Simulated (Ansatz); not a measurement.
**Heat carried by phonons in GaN (P6_3mc)**

How well does the lattice of GaN conduct heat?

Measurements to reproduce:
- thermal conductivity 210 W/m/K near room temperature (given in “Combining the AFLOW GIBBS and Elastic Libraries to efficiently and robustly screen thermo-mechanical properties of solids”, 2017, arXiv:1611.05714)

Program: Ansatz 0.2.0. Level of theory: DFT LDA, scalar-relativistic, plane waves, PAW; PAW set soft_1. Results are calculated unless marked as measured.

The database entry behind the starting cell differs from later determinations by our own check (about 0.3 % short, ideal inner coordinate), so it need not match the best structure at ambient conditions.

### 1. The structure

Symmetry: P6_3mc, No. 186, hexagonal system. Conventional cell: a = 3.180 Å, b = 3.180 Å, c = 5.166 Å, α = 90.00°, β = 90.00°, γ = 120.00°. Nearest to Ga lie 4 N at 1.94 to 1.95 Å. Nearest to N lie 4 Ga at 1.94 to 1.95 Å. Farther neighbours and most contacts between anions are not listed.

### 2. A first coarse run

Before spending time, one coarse run tells the gap and the pressure of the starting cell.

Input file input.yaml:

```yaml
crystal:
  lattice:
    - [3.18, 0.0, 0.0]
    - [-1.59, 2.753960784, 0.0]
    - [0.0, 0.0, 5.166]
  atoms:
    - { symbol: Ga, position: [0.3333333333, 0.6666666667, 0.0] }
    - { symbol: Ga, position: [0.6666666667, 0.3333333333, 0.5] }
    - { symbol: "N", position: [0.3333333333, 0.6666666667, 0.375] }
    - { symbol: "N", position: [0.6666666667, 0.3333333333, 0.875] }
kpoints:
  mp_grid: { grid: [6, 6, 4] }
hamiltonian:
  xc: lda
  pseudopotentials: { kind: paw, azcp: { folder: soft_1 }, xc_functional: pbe }
scf:
  occupations: { method: gaussian, width: 0.1 }
  lower_state_search: "off"
output:
  forces: true
  stress: true
  eigenvalues: true
```

Started as:

```
> ansatz run input.yaml --threads 18 --pin off --max-ram 92160MiB --backend cuda --events-out ev --progress --plain --runs-dir out --max-vram 78GiB
```

Planned after this: finding the static equilibrium; relaxing to small residual forces and stress; A faulty attempt; third-order constants and the Boltzmann equation. Settings of the main run: cutoff 420 eV, 9×9×6 k-mesh, fixed occupations, search for lower states off, third order supercell 3×3×2, pair cutoff 3.848 Å, distances inside cutoff 3, atoms in the supercell 72, q-mesh of the transport sums 19×19×9, isotopes natural, dipole term asked on, 3×3×2 supercell, PAW set soft 1.

What does the calculation give for the κ at 300 K?

The lattice of GaN conducts 255 W/(m K) at 300 K by LDA (mean over directions, full solution). The full solution lies +5 % from the relaxation-time value at 300 K, so the relaxation-time approximation serves here. Above 300 K the relaxation-time κ falls as T^-0.87.

```
highest frequency                          : 735.6 cm⁻¹
Debye temperature from the second moment   : 884 K
κ at 300 K (full solution)                 : 255.3 W/m/K
mean free path at half of κ                : 357 nm
share of κ above the three lowest branches : 0.32
```

Grains of 100 nm would keep 27 % of the bulk value at 300 K, and grains of 1 µm 67 %. Removing the natural isotope disorder raises κ at 300 K by 57 %. A measured thermal conductivity near room temperature is 210 W/m/K (arXiv:1611.05714); the calculated 255 W/m/K differs by +22 %. Four-phonon, defect and boundary scattering, which are left out, would lower the calculated value; thermal expansion is left out too. The sum rules changed one orbit of cubic constants by up to 34 %; by the manual a large change points to a short cutoff or, on a small and distant orbit, to noisy forces. The conductivities include the coherence part between close branches; the shares for grains, isotopes, branches and paths are of the relaxation-time populations alone. Cubic couplings among atoms farther apart than the pair cutoff are dropped, and neither the cutoff nor the q-mesh was shown to be converged here. The interpolation has no quadrupole term, so branches near the zone centre are less sure, since this crystal has sites that are not centres of inversion. The PAW files were made for PBE and are used here under another functional, for which the program regenerates the frozen cores.

[Logs are printed without paths, hosts, clocks, repeated set-up lines and the standing remarks that a program may print on its own settings, such as how far it seeks lower states.]

[Hosts, paths, dates, database ids (printed as entryN), source tags and the programs' standing remarks are cut or masked in the printed files.]

[A step with changed settings may run another functional than the one named; its input shows which.]
